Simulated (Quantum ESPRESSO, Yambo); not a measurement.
Planning a run of Quantum ESPRESSO 7.5 on BaTiO3 (P4mm). The input:

```
&control
  calculation = 'nscf'
  prefix = 'x'
  outdir = 'o'
  pseudo_dir = 'pseudo'
/
&system
  ibrav = 0
  nat = 5
  ntyp = 3
  ecutwfc = 76.0
  nbnd = 87
  force_symmorphic = .true.
/
&electrons
  conv_thr = 1e-9
  electron_maxstep = 80
  diago_full_acc = .true.
  diago_thr_init = 5e-6
/
ATOMIC_SPECIES
  Ba 137.33 Ba.upf
  Ti 47.867 Ti.upf
  O 15.999 O.upf
CELL_PARAMETERS angstrom
  3.9904800000 0.0000000000 0.0000000000
  0.0000000000 3.9904800000 0.0000000000
  0.0000000000 0.0000000000 4.0230300000
ATOMIC_POSITIONS crystal
  Ba 0.0000000000 0.0000000000 0.0000000000
  Ti 0.5000000000 0.5000000000 0.5220000000
  O 0.5000000000 0.5000000000 0.9790000000
  O 0.5000000000 0.0000000000 0.4880000000
  O 0.0000000000 0.5000000000 0.4880000000
K_POINTS automatic
  6 6 6 0 0 0
```

```sh
OMP_NUM_THREADS=1 mpirun -n 4 pw.x -nk 4 -in pw.in > pw.out
```

Q: How long will it take on 4 MPI ranks of Arm Neoverse V1, shared host, and how much memory?

It took 30 s; on shared hardware allow 15 s to 60 s. Peak host memory was 0.37 GiB.

[Paths, hosts, dates, memory and timing lines, banners, echoed tables and standing remarks are left out of the program output.]

[Logs are printed without paths, hosts, clocks, repeated set-up lines and the standing remarks that a program may print on its own settings, such as how far it seeks lower states.]

[Runs of the session that timed out or met a known fault of the program may be left out.]

[Hosts, paths, dates, database ids (printed as entryN), source tags and the programs' standing remarks are cut or masked in the printed files.]
